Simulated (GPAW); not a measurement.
## A 7-layer slab of K(110) in an electric field

Wanted: the out-of-plane polarisability of a 7-layer slab of K(110).

Method: GPAW, PAW setups; slab in vacuum, relaxation, in the first sound run; inputs show where later runs differ, in GPAW 26.7.0.

Report form: the programs' logs are mostly left out.

### Step 1. The structure

The cell holds 7 atoms: 7 K. Cell: a = 4.529 Å, b = 4.529 Å, c = 36.189 Å, α = 90.0°, β = 90.0°, γ = 70.5°. Vacuum lies along c.

Coordinates:

```cif
data_structure
_symmetry_space_group_name_H-M 'P 1'
_symmetry_Int_Tables_number 1
_cell_length_a 4.5293
_cell_length_b 4.5293
_cell_length_c 36.1890
_cell_angle_alpha 90.000
_cell_angle_beta 90.000
_cell_angle_gamma 70.529
_cell_volume 699.95
loop_
_atom_site_label
_atom_site_type_symbol
_atom_site_fract_x
_atom_site_fract_y
_atom_site_fract_z
_atom_site_occupancy
K1 K 0.00000 0.00000 0.19343 1
K2 K 0.50000 0.50000 0.29562 1
K3 K 0.00000 0.00000 0.39781 1
K4 K 0.50000 0.50000 0.50000 1
K5 K 0.00000 0.00000 0.60219 1
K6 K 0.50000 0.50000 0.70438 1
K7 K 0.00000 0.00000 0.80657 1
```

### Step 2. Relaxing the atoms

Forces are removed first; all later runs use this geometry. The lowest 3 atoms are held at bulk positions and keep their forces.

Input file run.py:

```python
import json
import numpy as np
from ase import Atoms
from ase.constraints import FixAtoms
from ase.optimize import BFGS
from gpaw import GPAW, PW

slab = Atoms(
    ['K', 'K', 'K', 'K', 'K', 'K', 'K'],
    positions=[
        [0.00000, 0.00000, 7.00000],
        [3.69817, 0.00000, 10.69817],
        [0.00000, 0.00000, 14.39634],
        [3.69817, 0.00000, 18.09451],
        [0.00000, 0.00000, 21.79267],
        [3.69817, 0.00000, 25.49084],
        [0.00000, 0.00000, 29.18901]],
    cell=[[3.69817, -2.615, 0.0], [3.69817, 2.615, 0.0], [0.0, 0.0, 36.18901]],
    pbc=[True, True, False])

slab.calc = GPAW(mode=PW(400), xc='PBE', kpts={'size': (8, 8, 1), 'gamma': True},
                 occupations={'name': 'fermi-dirac', 'width': 0.1}, nbands='160%',
                 convergence={'density': 1e-05}, maxiter=200,
                 poissonsolver={'dipolelayer': 'xy'},
                 symmetry={'tolerance': 1e-3, 'extra_ids': [1, 1, 1, 0, 0, 0, 0]}, txt='slab.txt')
result = {}
slab.set_constraint(FixAtoms([0, 1, 2]))
path = []
opt = BFGS(slab, maxstep=0.2)
opt.attach(lambda: path.append((slab.get_potential_energy(), slab.positions.tolist(), slab.get_forces().tolist())))
result['relaxed'] = bool(opt.run(fmax=0.03, steps=40))
result['path'] = path
energy = slab.get_potential_energy()
fermi = slab.calc.get_fermi_level()
v = slab.calc.get_electrostatic_potential().mean((0, 1)) - fermi
n = slab.calc.get_pseudo_density().mean((0, 1))
L = slab.cell[2, 2]
z = np.arange(len(v)) * L / len(v)
low, high = slab.positions[:, 2].min(), slab.positions[:, 2].max()
below, above = np.interp([low - 4.8, high + 4.8], z, v)
slopes = [np.interp(x, z, np.gradient(v, z)) for x in (low - 4.8, high + 4.8)]
eps = np.array([[slab.calc.get_eigenvalues(k, s) for k in range(len(slab.calc.get_ibz_k_points()))]
                for s in range(slab.calc.get_number_of_spins())]) - fermi
top, bottom = eps[eps < 0].max(), eps[eps > 0].min()
dipole = slab.get_dipole_moment()[2]
print(f'energy {energy:.4f} eV, Fermi level {fermi:.4f} eV, dipole {dipole:.5f} e A')
print(f'potential 4.8 A off the faces, from the Fermi level: lower {below:.4f} eV, upper {above:.4f} eV')
print(f'slope of the potential there: lower {slopes[0]:.5f}, upper {slopes[1]:.5f} eV/A')
print(f'nearest levels on the mesh: {top:.4f} and {bottom:.4f} eV')
print('magnetic moment', round(slab.get_magnetic_moment(), 3))
result.update(energy=energy, fermi=fermi, dipole=dipole, below=below, above=above, slopes=slopes, edges=[top, bottom],
              z=z.tolist(), v=v.tolist(), n=n.tolist(), positions=slab.positions.tolist(),
              forces=slab.get_forces(apply_constraint=False).tolist(), moments=slab.get_magnetic_moments().tolist())
json.dump(result, open('result.json', 'w'))
```

Launch:

```
OMP_NUM_THREADS=1 OPENBLAS_NUM_THREADS=1 python run.py
```

Wall time 9.5 min (1 thread of Intel Xeon Platinum 8259CL at 2.50GHz (Skylake/Cascade Lake), shared host); peak memory 0.55 GiB.

This step gave:

```yaml
dipole_along_the_normal: 2.24e-5 e·Å
levels_nearest_the_fermi_level_on_the_mesh: -0.003006, 0.001717 eV from the Fermi level
upper_work_function: 2.386 eV
lower_work_function: 2.386 eV
```

The electrostatic potential energy of an electron (without an applied field's), less the Fermi level, planar mean oscillates, so the rows of the table below give means over windows of 3.66 Å about each position, cut where the curve ends. Its maxima inside the range that stand out by 2 % of the span (Å: eV): 8.8: 1.82, 12.6: 1.80, 16.3: 1.81, 19.9: 1.81, 23.7: 1.81, 27.4: 1.82. Its minima: 7.0: -7.73, 10.7: -7.60, 14.4: -7.59, 18.1: -7.64, 21.8: -7.59, 25.4: -7.48, 29.2: -7.73.

Table of electrostatic potential energy of an electron (without an applied field's), less the Fermi level, planar mean by z; means over each step:

| z (Å) | electrostatic potential energy of an electron (without an applied field's), less the Fermi level, planar mean (eV) |
| --- | --- |
| 1.83 | 2.38 |
| 5.49 | -0.411 |
| 9.15 | -1.06 |
| 12.81 | -1.06 |
| 16.47 | -1.06 |
| 20.13 | -1.05 |
| 23.79 | -1.04 |
| 27.45 | -1.06 |
| 31.11 | 0.629 |
| 34.77 | 2.39 |

Table of pseudo valence density, planar mean by z:

z (Å), pseudo valence density, planar mean (e/Å³) and a bar:
```
        1      0.000 
        2      0.000 
        3      0.000 
        4      0.002 
        5      0.006 
        6      0.041 ###
        7      0.390 ##############################
        8      0.046 ####
        9      0.017 #
       10      0.119 #########
       11      0.303 #######################
       12      0.023 ##
       13      0.021 ##
       14      0.252 ###################
       15      0.156 ############
       16      0.018 #
       17      0.034 ###
       18      0.379 #############################
       19      0.061 #####
       20      0.017 #
       21      0.090 #######
       22      0.349 ###########################
       23      0.027 ##
       24      0.019 #
       25      0.204 ################
       26      0.197 ###############
       27      0.019 #
       28      0.028 ##
       29      0.353 ###########################
       30      0.082 ######
       31      0.007 #
       32      0.002 
       33      0.000 
       34      0.000 
       35      0.000
```

The starting forces already met the threshold, so no step was taken. The largest force left on a free atom is 0.0097 eV/Å.

### Step 3. The slab's potential

The work function is the vacuum plateau of the electrostatic potential less the Fermi level; a dipole layer lets the two faces have plateaus of their own.

This step: GPAW, PAW setups; slab in vacuum (GPAW 26.7.0).

Edit run.py of step 2 so:

```diff
@@ -3,4 +3,2 @@
 from ase import Atoms
-from ase.constraints import FixAtoms
-from ase.optimize import BFGS
 from gpaw import GPAW, PW
@@ -24,10 +22,4 @@
                  poissonsolver={'dipolelayer': 'xy'},
-                 symmetry={'tolerance': 1e-3, 'extra_ids': [1, 1, 1, 0, 0, 0, 0]}, txt='slab.txt')
+                 symmetry={'tolerance': 1e-3}, txt='slab.txt')
 result = {}
-slab.set_constraint(FixAtoms([0, 1, 2]))
-path = []
-opt = BFGS(slab, maxstep=0.2)
-opt.attach(lambda: path.append((slab.get_potential_energy(), slab.positions.tolist(), slab.get_forces().tolist())))
-result['relaxed'] = bool(opt.run(fmax=0.03, steps=40))
-result['path'] = path
 energy = slab.get_potential_energy()
```

It took 5.8 min on 1 thread; peak memory 0.54 GiB.

This step gave:

```
dipole along the normal                    : 6.01e-5 e·Å
levels nearest the Fermi level on the mesh : -0.002985, 0.001740 eV from the Fermi level
lower work function                        : 2.387 eV
```

Table of electrostatic potential energy of an electron (without an applied field's), less the Fermi level, planar mean by z:

z (Å), electrostatic potential energy of an electron (without an applied field's), less the Fermi level, planar mean (eV) and a bar from the least value:
```
        0       2.39 ##############################
        1       2.39 ##############################
        2       2.39 ##############################
        3       2.37 ##############################
        4       2.27 ##############################
        5       1.86 ############################
        6       0.21 ########################
        7      -7.73 
        8       0.58 #########################
        9       1.78 ############################
       10      -1.02 ####################
       11      -5.29 #######
       12       1.33 ###########################
       13       1.48 ###########################
       14      -4.08 ###########
       15      -1.78 ##################
       16       1.71 ############################
       17       0.84 #########################
       18      -7.33 #
       19       0.17 #######################
       20       1.80 ############################
       21      -0.37 ######################
       22      -6.38 ####
       23       1.13 ##########################
       24       1.61 ############################
       25      -2.94 ##############
       26      -2.77 ###############
       27       1.62 ############################
       28       1.13 ##########################
       29      -6.62 ###
       30      -0.59 #####################
       31       1.69 ############################
       32       2.23 ##############################
       33       2.36 ##############################
       34       2.39 ##############################
       35       2.39 ##############################
       36       2.39 ##############################
```

The pseudo valence density, planar mean oscillates, so the rows of the table below give means over windows of 3.66 Å about each position, cut where the curve ends. Its maxima inside the range that stand out by 2 % of the span (Å: e/Å³): 6.9: 0.390, 10.8: 0.398, 14.4: 0.403, 18.1: 0.405, 21.8: 0.403, 25.4: 0.398, 29.3: 0.390. Its minima: 8.8: 0.0171, 12.5: 0.0170, 16.2: 0.0171, 20.0: 0.0171, 23.7: 0.0170, 27.4: 0.0171.

Table of pseudo valence density, planar mean by z; means over each step:

| z (Å) | pseudo valence density, planar mean (e/Å³) |
| --- | --- |
| 1.83 | 1.7e-4 |
| 5.49 | 0.0943 |
| 9.15 | 0.124 |
| 12.81 | 0.124 |
| 16.47 | 0.124 |
| 20.13 | 0.123 |
| 23.79 | 0.123 |
| 27.45 | 0.124 |
| 31.11 | 0.0535 |
| 34.77 | 1.1e-4 |

The potential is flat to 0.01 eV/Å where it is read, so the vacuum is wide enough.

### Step 4. Field on

A uniform field along the normal polarises the slab; the atoms stay fixed, so this is the electronic response alone.

Edit run.py of step 3 so:

```diff
@@ -4,2 +4,3 @@
 from gpaw import GPAW, PW
+from gpaw.external import ConstantElectricField
 
@@ -22,2 +23,3 @@
                  poissonsolver={'dipolelayer': 'xy'},
+                 external=ConstantElectricField(-0.2, [0, 0, 1]),
                  symmetry={'tolerance': 1e-3}, txt='slab.txt')
```

The job ended after 14 min (1 thread; peak memory 0.74 GiB).

This step gave:

* dipole along the normal: -0.5933 e·Å
* levels nearest the Fermi level on the mesh: -0.002960, 4.78e-4 eV from the Fermi level
* potential below the slab, the applied field's own ramp left out: -0.3555 eV from the Fermi level
* potential above the slab, the applied field's own ramp left out: 5.188 eV from the Fermi level

Electrostatic potential energy of an electron (without an applied field's), less the Fermi level, planar mean against z:

| z (Å) | electrostatic potential energy of an electron (without an applied field's), less the Fermi level, planar mean (eV) |
| --- | --- |
| 0 | 2.42 |
| 1 | -0.352 |
| 2 | -0.354 |
| 3 | -0.366 |
| 4 | -0.433 |
| 5 | -0.766 |
| 6 | -2.24 |
| 7 | -9.96 |
| 8 | -1.44 |
| 9 | -0.0351 |
| 10 | -2.64 |
| 11 | -6.71 |
| 12 | 0.113 |
| 13 | 0.461 |
| 14 | -4.90 |
| 15 | -2.41 |
| 16 | 1.29 |
| 17 | 0.627 |
| 18 | -7.35 |
| 19 | 0.347 |
| 20 | 2.18 |
| 21 | 0.210 |
| 22 | -5.60 |
| 23 | 2.11 |
| 24 | 2.79 |
| 25 | -1.55 |
| 26 | -1.18 |
| 27 | 3.40 |
| 28 | 3.10 |
| 29 | -4.44 |
| 30 | 1.82 |
| 31 | 4.31 |
| 32 | 4.97 |
| 33 | 5.15 |
| 34 | 5.19 |
| 35 | 5.20 |
| 36 | 3.91 |

The dipole is now -0.593 e Å, against 6.0e-5 in the run without a field.

### Step 5. In a field

Edit run.py of step 4 so:

```diff
@@ -23,3 +23,3 @@
                  poissonsolver={'dipolelayer': 'xy'},
-                 external=ConstantElectricField(-0.2, [0, 0, 1]),
+                 external=ConstantElectricField(-0.1, [0, 0, 1]),
                  symmetry={'tolerance': 1e-3}, txt='slab.txt')
```

Elapsed: 15 min, on 1 thread; peak memory 0.74 GiB.

Numbers from this step:

```yaml
dipole_along_the_normal: -0.2964 e·Å
levels_nearest_the_fermi_level_on_the_mesh: -0.002986, 0.001718 eV from the Fermi level
potential_below_the_slab_the_applied_field_s_own_ramp_left_out: 1.009 eV from the Fermi level
potential_above_the_slab_the_applied_field_s_own_ramp_left_out: 3.779 eV from the Fermi level
```

Electrostatic potential energy of an electron (without an applied field's), less the Fermi level, planar mean against z:

| z (Å) | electrostatic potential energy of an electron (without an applied field's), less the Fermi level, planar mean (eV) |
| --- | --- |
| 0 | 2.4 |
| 1 | 1.01 |
| 2 | 1.01 |
| 3 | 0.995 |
| 4 | 0.916 |
| 5 | 0.543 |
| 6 | -1.01 |
| 7 | -8.84 |
| 8 | -0.430 |
| 9 | 0.871 |
| 10 | -1.83 |
| 11 | -6.00 |
| 12 | 0.722 |
| 13 | 0.970 |
| 14 | -4.49 |
| 15 | -2.10 |
| 16 | 1.50 |
| 17 | 0.735 |
| 18 | -7.34 |
| 19 | 0.257 |
| 20 | 1.99 |
| 21 | -0.0816 |
| 22 | -5.99 |
| 23 | 1.62 |
| 24 | 2.20 |
| 25 | -2.25 |
| 26 | -1.98 |
| 27 | 2.51 |
| 28 | 2.11 |
| 29 | -5.53 |
| 30 | 0.611 |
| 31 | 3.00 |
| 32 | 3.60 |
| 33 | 3.75 |
| 34 | 3.78 |
| 35 | 3.79 |
| 36 | 3.14 |

The dipole is now -0.296 e Å, against 6.0e-5 in the run without a field.

### Step 6. In a field

Edit run.py of step 5 so:

```diff
@@ -23,3 +23,3 @@
                  poissonsolver={'dipolelayer': 'xy'},
-                 external=ConstantElectricField(-0.1, [0, 0, 1]),
+                 external=ConstantElectricField(-0.05, [0, 0, 1]),
                  symmetry={'tolerance': 1e-3}, txt='slab.txt')
```

Wall time 16 min (1 thread); peak memory 0.75 GiB.

### Step 7. In a field

Edit run.py of step 6 so:

```diff
@@ -23,3 +23,3 @@
                  poissonsolver={'dipolelayer': 'xy'},
-                 external=ConstantElectricField(-0.05, [0, 0, 1]),
+                 external=ConstantElectricField(0.05, [0, 0, 1]),
                  symmetry={'tolerance': 1e-3}, txt='slab.txt')
```

Elapsed: 15 min, on 1 thread; peak memory 0.74 GiB.

### Step 8. In a field

Edit run.py of step 7 so:

```diff
@@ -23,3 +23,3 @@
                  poissonsolver={'dipolelayer': 'xy'},
-                 external=ConstantElectricField(0.05, [0, 0, 1]),
+                 external=ConstantElectricField(0.1, [0, 0, 1]),
                  symmetry={'tolerance': 1e-3}, txt='slab.txt')
```

Elapsed: 16 min, on 1 thread; peak memory 0.74 GiB.

Electrostatic potential energy of an electron (without an applied field's), less the Fermi level, planar mean against z:

z (Å), electrostatic potential energy of an electron (without an applied field's), less the Fermi level, planar mean (eV) and a bar from the least value:
```
        0       2.40 ##########################
        1       3.79 ##############################
        2       3.78 ##############################
        3       3.76 ##############################
        4       3.64 ##############################
        5       3.18 ############################
        6       1.44 ########################
        7      -6.62 ###
        8       1.58 ########################
        9       2.68 ###########################
       10      -0.21 ####################
       11      -4.58 ########
       12       1.94 #########################
       13       1.99 #########################
       14      -3.67 ###########
       15      -1.47 ################
       16       1.92 #########################
       17       0.95 #######################
       18      -7.32 #
       19       0.08 ####################
       20       1.61 ########################
       21      -0.66 ##################
       22      -6.77 ##
       23       0.64 ######################
       24       1.02 #######################
       25      -3.63 ###########
       26      -3.56 ###########
       27       0.74 ######################
       28       0.14 ####################
       29      -7.71 
       30      -1.80 ###############
       31       0.39 #####################
       32       0.88 ######################
       33       0.99 #######################
       34       1.01 #######################
       35       1.01 #######################
       36       1.66 ########################
```

The dipole is now 0.296 e Å, against 6.0e-5 in the run without a field.

### Step 9. Field on

Edit run.py of step 8 so:

```diff
@@ -23,3 +23,3 @@
                  poissonsolver={'dipolelayer': 'xy'},
-                 external=ConstantElectricField(0.1, [0, 0, 1]),
+                 external=ConstantElectricField(0.2, [0, 0, 1]),
                  symmetry={'tolerance': 1e-3}, txt='slab.txt')
```

It took 14 min on 1 thread; peak memory 0.74 GiB.

The electrostatic potential energy of an electron (without an applied field's), less the Fermi level, planar mean by z:

z (Å), electrostatic potential energy of an electron (without an applied field's), less the Fermi level, planar mean (eV) and a bar from the least value:
```
        0       2.42 ########################
        1       5.20 ##############################
        2       5.19 ##############################
        3       5.16 ##############################
        4       5.02 ##############################
        5       4.50 #############################
        6       2.66 #########################
        7      -5.50 #######
        8       2.58 ########################
        9       3.59 ###########################
       10       0.60 ####################
       11      -3.87 ###########
       12       2.55 ########################
       13       2.49 ########################
       14      -3.26 ############
       15      -1.16 ################
       16       2.13 #######################
       17       1.06 #####################
       18      -7.31 ###
       19      -0.01 ###################
       20       1.42 ######################
       21      -0.96 #################
       22      -7.16 ####
       23       0.15 ###################
       24       0.43 ####################
       25      -4.32 ##########
       26      -4.35 ##########
       27      -0.15 ###################
       28      -0.84 #################
       29      -8.81 
       30      -3.01 ############
       31      -0.90 #################
       32      -0.46 ##################
       33      -0.37 ##################
       34      -0.36 ##################
       35      -0.35 ##################
       36       0.94 #####################
```

The dipole is now 0.593 e Å, against 6.0e-5 in the run without a field.

(Part 1 of 2 ends here.)

[Logs are printed without paths, hosts, clocks, repeated set-up lines and the standing remarks that a program may print on its own settings, such as how far it seeks lower states.]

[Hosts, paths, dates, database ids (printed as entryN), source tags and the programs' standing remarks are cut or masked in the printed files.]
